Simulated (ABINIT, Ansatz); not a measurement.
# A GW chain in ABINIT: MgH2 (P4_2/mnm)

How does a plane-wave GW calculation on MgH2 (P4_2/mnm) run from the first input to the gap?

Method: PBE and many-body steps on it, plane waves, in ABINIT 10.8.3.

**Experimental background.**

- Gap 5.6 ± 0.1 eV: optical band gap from transmission onset (total and diffuse); optical transmission and ellipsometry; 300 K; film (polycrystalline Pd-capped film on quartz, hydrogenated at 100 bar and 100 C, measured in 1 bar H2) (“Optical properties of MgH2 measured in situ in a novel gas cell for ellipsometry/spectrophotometry”, 2003, arxiv:cond-mat/0305418).

Most raw output is cut from this account.

## 1. The starting structure

Symmetry: P4_2/mnm, No. 136, tetragonal system. Conventional cell: a = 4.517 Å, b = 4.517 Å, c = 3.020 Å, α = 90.00°, β = 90.00°, γ = 90.00°. Nearest to Mg lie 6 H at 1.95 Å. H has 3 Mg at 1.95 Å nearest. Farther neighbours are not listed.

The cell and positions come from the Crystallography Open Database and are kept as given unless a step says otherwise.

## 2. Ground state

This step: ABINIT 10.8.3; DFT, PBE, plane waves, norm-conserving pseudopotentials.

The ground-state density comes first.

The input, run.abi:

```
acell 3*1.0 Angstrom
rprim 
  4.516800000000 0.000000000000 0.000000000000
  0.000000000000 4.516800000000 0.000000000000
  0.000000000000 0.000000000000 3.020500000000
ntypat 2
znucl 12 1
natom 6
typat 1 1 2 2 2 2
xred 
  0.000000000000 0.000000000000 0.000000000000
  0.500000000000 0.500000000000 0.500000000000
  0.306000000000 0.306000000000 0.000000000000
  0.194000000000 0.806000000000 0.500000000000
  0.694000000000 0.694000000000 0.000000000000
  0.806000000000 0.194000000000 0.500000000000
pp_dirpath "pseudos"
pseudos "Mg.upf, H.upf"
ecut 38
ngkpt 4 4 6
nshiftk 1
shiftk 0 0 0
kptopt 1
chksymbreak 0
nband 19
occopt 1
tolvrs 1e-10
nstep 60
prtwf 0
indata_prefix "in"
outdata_prefix "out"
tmpdata_prefix "tmp"
```

Command:

```sh
$ OMP_NUM_THREADS=1 mpirun -n 4 abinit run.abi > log
```

Elapsed: 14 s, on 4 MPI ranks of Arm Neoverse V1, shared host; peak memory 0.32 GiB; 54 s of CPU time.

This step gave:

* total energy: -3297.0477 eV
* gap: 3.895 eV
* k of the valence top: 0.25, 0, 0
* k of the conduction bottom: 0.5, 0.5, 0.5
* least direct gap: 4.666 eV
* pressure: -0.6603 GPa

The gap is indirect, with the least direct gap 0.77 eV higher.

The cutoff was set for levels, not for stress, so the pressure can be off by some GPa.

## 3. Bands along the symmetry lines

Levels along a band path, at the cheap level, show where the edges lie and whether the meshes to come will hold them.

The input, run.abi:

```
acell 3*1.0 Angstrom
rprim 
  4.516800000000 0.000000000000 0.000000000000
  0.000000000000 4.516800000000 0.000000000000
  0.000000000000 0.000000000000 3.020500000000
ntypat 2
znucl 12 1
natom 6
typat 1 1 2 2 2 2
xred 
  0.000000000000 0.000000000000 0.000000000000
  0.500000000000 0.500000000000 0.500000000000
  0.306000000000 0.306000000000 0.000000000000
  0.194000000000 0.806000000000 0.500000000000
  0.694000000000 0.694000000000 0.000000000000
  0.806000000000 0.194000000000 0.500000000000
pp_dirpath "pseudos"
pseudos "Mg.upf, H.upf"
ecut 38
iscf -2
irdden 1
kptopt 0
nkpt 75
kpt 
  0.00000000 0.00000000 0.00000000
  0.00000000 0.06250000 0.00000000
  0.00000000 0.12500000 0.00000000
  0.00000000 0.18750000 0.00000000
  0.00000000 0.25000000 0.00000000
  0.00000000 0.31250000 0.00000000
  0.00000000 0.37500000 0.00000000
  0.00000000 0.43750000 0.00000000
  0.00000000 0.50000000 0.00000000
  0.06250000 0.50000000 0.00000000
  0.12500000 0.50000000 0.00000000
  0.18750000 0.50000000 0.00000000
  0.25000000 0.50000000 0.00000000
  0.31250000 0.50000000 0.00000000
  0.37500000 0.50000000 0.00000000
  0.43750000 0.50000000 0.00000000
  0.50000000 0.50000000 0.00000000
  0.43750000 0.43750000 0.00000000
  0.37500000 0.37500000 0.00000000
  0.31250000 0.31250000 0.00000000
  0.25000000 0.25000000 0.00000000
  0.18750000 0.18750000 0.00000000
  0.12500000 0.12500000 0.00000000
  0.06250000 0.06250000 0.00000000
  0.00000000 0.00000000 0.00000000
  0.00000000 0.00000000 0.06250000
  0.00000000 0.00000000 0.12500000
  0.00000000 0.00000000 0.18750000
  0.00000000 0.00000000 0.25000000
  0.00000000 0.00000000 0.31250000
  0.00000000 0.00000000 0.37500000
  0.00000000 0.00000000 0.43750000
  0.00000000 0.00000000 0.50000000
  0.00000000 0.06250000 0.50000000
  0.00000000 0.12500000 0.50000000
  0.00000000 0.18750000 0.50000000
  0.00000000 0.25000000 0.50000000
  0.00000000 0.31250000 0.50000000
  0.00000000 0.37500000 0.50000000
  0.00000000 0.43750000 0.50000000
  0.00000000 0.50000000 0.50000000
  0.06250000 0.50000000 0.50000000
  0.12500000 0.50000000 0.50000000
  0.18750000 0.50000000 0.50000000
  0.25000000 0.50000000 0.50000000
  0.31250000 0.50000000 0.50000000
  0.37500000 0.50000000 0.50000000
  0.43750000 0.50000000 0.50000000
  0.50000000 0.50000000 0.50000000
  0.43750000 0.43750000 0.50000000
  0.37500000 0.37500000 0.50000000
  0.31250000 0.31250000 0.50000000
  0.25000000 0.25000000 0.50000000
  0.18750000 0.18750000 0.50000000
  0.12500000 0.12500000 0.50000000
  0.06250000 0.06250000 0.50000000
  0.00000000 0.00000000 0.50000000
  0.00000000 0.50000000 0.00000000
  0.00000000 0.50000000 0.06250000
  0.00000000 0.50000000 0.12500000
  0.00000000 0.50000000 0.18750000
  0.00000000 0.50000000 0.25000000
  0.00000000 0.50000000 0.31250000
  0.00000000 0.50000000 0.37500000
  0.00000000 0.50000000 0.43750000
  0.00000000 0.50000000 0.50000000
  0.50000000 0.50000000 0.00000000
  0.50000000 0.50000000 0.06250000
  0.50000000 0.50000000 0.12500000
  0.50000000 0.50000000 0.18750000
  0.50000000 0.50000000 0.25000000
  0.50000000 0.50000000 0.31250000
  0.50000000 0.50000000 0.37500000
  0.50000000 0.50000000 0.43750000
  0.50000000 0.50000000 0.50000000
istwfk *1
nband 19
nbdbuf 2
tolwfr 1e-08
nstep 40
prtwf 0
prtvol 0
indata_prefix "in"
outdata_prefix "out"
tmpdata_prefix "tmp"
```

Wall time 17 s (4 MPI ranks); peak memory 0.34 GiB; 66 s of CPU time.

This step gave:

* gap: 3.756 eV
* k of the valence top: 0, 0.25, 0
* k of the conduction bottom: 0.375, 0.375, 0.5
* least direct gap: 4.523 eV

The gap is 3.756 eV, −0.139 eV from the run before at this level.

The electronic bands at the labelled points (eV, zero at the top of the highest filled band):

```csv
point,band 9,band 10,band 11,band 12,band 13,band 14,band 15,band 16
Γ,-6.37,-1.38,-1.38,-0.44,4.81,5.15,9.16,9.16
halfway,-5.96,-2.94,-1.11,0.00,4.80,6.52,7.18,10.09
X,-4.76,-4.76,-0.45,-0.45,5.38,5.38,10.13,10.13
halfway,-4.40,-4.40,-1.46,-1.46,6.82,6.82,10.29,10.29
M,-3.71,-3.71,-2.65,-2.65,9.11,9.11,9.16,9.16
halfway,-5.55,-2.94,-2.11,-0.32,5.76,6.86,8.16,10.09
Γ,-6.37,-1.38,-1.38,-0.44,4.81,5.15,9.16,9.16
halfway,-5.45,-0.80,-0.80,-0.66,5.18,5.83,7.65,9.03
Z,-2.96,-2.96,-0.02,-0.02,6.29,6.29,6.86,6.86
halfway,-2.68,-2.68,-0.42,-0.42,5.37,5.37,7.34,7.34
R,-2.23,-2.23,-1.01,-1.01,5.20,5.20,6.87,6.87
halfway,-2.06,-2.06,-0.93,-0.93,4.28,4.28,5.41,5.41
A,-1.85,-1.85,-0.87,-0.87,3.90,3.90,4.23,4.23
halfway,-2.47,-2.39,-0.70,-0.49,4.18,5.07,6.00,6.68
Z,-2.96,-2.96,-0.02,-0.02,6.29,6.29,6.86,6.86
jump to X,-4.76,-4.76,-0.45,-0.45,5.38,5.38,10.13,10.13
halfway,-3.91,-3.91,-0.26,-0.26,5.88,5.88,7.33,7.33
R,-2.23,-2.23,-1.01,-1.01,5.20,5.20,6.87,6.87
jump to M,-3.71,-3.71,-2.65,-2.65,9.11,9.11,9.16,9.16
halfway,-2.95,-2.95,-1.95,-1.95,6.46,6.46,6.82,6.82
A,-1.85,-1.85,-0.87,-0.87,3.90,3.90,4.23,4.23
```

## 4. Empty states on the mesh, 4×4×4 mesh, 415 bands

The sums over transitions need many empty states on a uniform mesh; this step solves for them.

The input, run.abi:

```
acell 3*1.0 Angstrom
rprim 
  4.516800000000 0.000000000000 0.000000000000
  0.000000000000 4.516800000000 0.000000000000
  0.000000000000 0.000000000000 3.020500000000
ntypat 2
znucl 12 1
natom 6
typat 1 1 2 2 2 2
xred 
  0.000000000000 0.000000000000 0.000000000000
  0.500000000000 0.500000000000 0.500000000000
  0.306000000000 0.306000000000 0.000000000000
  0.194000000000 0.806000000000 0.500000000000
  0.694000000000 0.694000000000 0.000000000000
  0.806000000000 0.194000000000 0.500000000000
pp_dirpath "pseudos"
pseudos "Mg.upf, H.upf"
ecut 38
ngkpt 4 4 4
nshiftk 1
shiftk 0 0 0
kptopt 1
chksymbreak 0
irdden 1
istwfk *1
nband 415
prtvol 0
optdriver 6
gwr_task "HDIAGO"
paral_kgb 0
occopt 1
indata_prefix "in"
outdata_prefix "out"
tmpdata_prefix "tmp"
```

Elapsed: 6 min, on 4 MPI ranks; peak memory 4.9 GiB; 24 min of CPU time.

Numbers from this step:

* gap: 3.895 eV
* k of the valence top: 0.25, 0, 0
* k of the conduction bottom: 0.5, 0.5, 0.5
* least direct gap: 4.666 eV
* k points computed: 18
* lowest point of the top converged band, above the valence top: 191.7578 eV

On this mesh the gap is 3.895 eV.

## 5. Screening, 4×4×4 mesh, 407 bands, screening to 272.1 eV

The RPA dielectric matrix is built and inverted for each q.

This step: RPA screening on PBE, plane waves, norm-conserving pseudopotentials.

Changes to run.abi since step 4:

```diff
@@ -24,10 +24,11 @@
 chksymbreak 0
-irdden 1
 istwfk *1
-nband 415
-prtvol 0
-optdriver 6
-gwr_task "HDIAGO"
-paral_kgb 0
 occopt 1
+irdwfk 1
+optdriver 3
+nband 407
+ecuteps 10
+inclvkb 2
+awtr 1
+symchi 1
 indata_prefix "in"
```

It took 19 min on 4 MPI ranks; peak memory 4.8 GiB.

Numbers from this step:

```yaml
eps_infinity_with_local_fields_on_this_mesh_along_the_program_s_q_direction: 3.666
the_same_without_local_fields: 4.063
plasma_frequency: 23.17 eV
plane_waves_in_the_screening_matrix: 617
```

Local fields lower ε∞ by 10 %. On a Γ-centred mesh this coarse the value itself is usually too large, while a short band sum pulls it down.

## 6. Self-energy, 4×4×4 mesh, 407 bands, screening to 272.1 eV

The self-energy is evaluated for the states that the input lists, and the levels follow from it, in one-shot runs by the linearised quasiparticle equation.

This step: G0W0 on PBE, plane waves, norm-conserving pseudopotentials.

Changes to run.abi since step 5:

```diff
@@ -27,8 +27,21 @@
 irdwfk 1
-optdriver 3
+optdriver 4
 nband 407
+gwcalctyp 0
+ecutsigx 38
+symsigma 1
+nkptgw 4
+kptgw 
+  0.2500000000 0.0000000000 0.0000000000
+  0.5000000000 0.5000000000 0.5000000000
+  0.2500000000 0.2500000000 0.5000000000
+  0.0000000000 0.0000000000 0.0000000000
+bdgw 
+  11 14
+  11 14
+  11 14
+  10 14
 ecuteps 10
-inclvkb 2
-awtr 1
-symchi 1
+irdscr 1
+ppmodel 1
 indata_prefix "in"
```

The job ended after 13 min (4 MPI ranks; peak memory 5.9 GiB; 51 min of CPU time).

This step gave:

```
G0W0 gap on the mesh                         : 6.003 eV
starting gap on the mesh                     : 3.895 eV
k of the valence top                         : 0.25, 0, 0
k of the conduction bottom                   : 0.5, 0.5, 0.5
Z at the valence top                         : 0.781
Z at the conduction bottom                   : 0.821
least direct G0W0 gap on the computed points : 6.802 eV
```

The gap on the mesh goes from 3.90 eV to 6.00 eV, a correction of +2.11 eV.

Limits: finite bands, cutoff and mesh; coarse k mesh. v1 is the top filled band, c1 the lowest empty one. The levels before and after the correction (eV, zero at the valence-band top of each column):

|  | conduction bottom | valence top |
| --- | --- | --- |
| Kohn-Sham | 3.90 | 0.00 |
| G0W0 | 6.00 | 0.00 |

|  | level | energy (eV) |
| --- | --- | --- |
| Kohn-Sham | (0.25 0 0) v2 | -1.111 |
| Kohn-Sham | (0.25 0 0) v1 | 0.000 |
| Kohn-Sham | (0.25 0 0) c1 | 4.798 |
| Kohn-Sham | (0.25 0 0) c2 | 6.524 |
| Kohn-Sham | (0.5 0.5 0.5) v2-v1 | -0.874 |
| Kohn-Sham | (0.5 0.5 0.5) c1-c2 | 3.895 |
| G0W0 | (0.25 0 0) v2 | -1.174 |
| G0W0 | (0.25 0 0) v1 | 0.000 |
| G0W0 | (0.25 0 0) c1 | 6.834 |
| G0W0 | (0.25 0 0) c2 | 8.543 |
| G0W0 | (0.5 0.5 0.5) v2-v1 | -0.952 |
| G0W0 | (0.5 0.5 0.5) c1-c2 | 6.003 |

## 7. Where the time went

Times are wall times on 4 MPI ranks of Arm Neoverse V1, shared host, good to a factor of about two.

| step | time | share | memory (GiB) |
| --- | --- | --- | --- |
| ground state | 14 s | 1 % | 0.32 |
| bands along the symmetry lines | 17 s | 1 % | 0.34 |
| empty states on the mesh | 6 min | 16 % | 4.9 |
| screening | 19 min | 50 % | 4.8 |
| self-energy | 13 min | 33 % | 5.9 |

## 8. Outcome

```
PBE gap                              : 3.76 eV, indirect
G0W0 gap on the mesh                 : 6.00 eV
G0W0 gap over the zone (rigid shift) : 5.86 eV
GW settings                          : 4×4×4 mesh, 407 bands, screening to 272.1 eV, Godby-Needs plasmon pole
known limits                         : not at the basis limit; coarse k mesh
```

**Reading.** G0W0 moves the gap on the mesh from 3.90 eV to 6.00 eV (+2.11 eV), with Z of 0.78 and 0.82 at the edges. The mesh misses the band edges by 0.14 eV in all; a rigid shift gives 5.86 eV for the zone. Local fields lower the RPA ε∞ on this mesh from 4.06 to 3.67; a Γ-centred mesh this coarse tends to raise both, most where the direct gap is narrow, while a short band sum lowers them. The dearest step here is «screening». Against experiment, by G0W0@PBE: the gap of 5.86 eV lies +0.26 eV from the measured 5.6 ± 0.1 eV (optical, 300 K, 2003). An exciton line or allowed optical edge lies below the quasiparticle gap by the binding energy; a forbidden edge can push the onset above it. The calculation has static nuclei and no excitons; a measured gap holds zero-point and thermal motion, which mostly lowers it. Bands and cutoff are finite, so the gap is not at the basis limit. The miss can reach some tenths of an eV and take either sign; the mesh is an error of its own. A denser mesh or path gives a starting gap of 3.76 eV: the GW mesh misses a band edge, so its gaps are not the fundamental one. The 4×4×4 mesh is coarse for this cell, which bears on the long-range parts of exchange and screening.

[Paths, hosts, dates, memory and timing lines, banners, echoed tables and standing remarks are left out of the program output.]

[Logs are printed without paths, hosts, clocks, repeated set-up lines and the standing remarks that a program may print on its own settings, such as how far it seeks lower states.]

[Runs of the session that timed out or met a known fault of the program may be left out.]

[Hosts, paths, dates, database ids (printed as entryN), source tags and the programs' standing remarks are cut or masked in the printed files.]

[G0W0 gaps are taken among the corrected bands and points alone; a level outside them can change the order at an edge.]

[Where Ansatz stands beside ABINIT at settings called matched, ABINIT's density can come from a denser mesh and the files from another edition; pairs whose starting gaps differed by over 0.03 eV were left out, so agreement reads better than it is.]
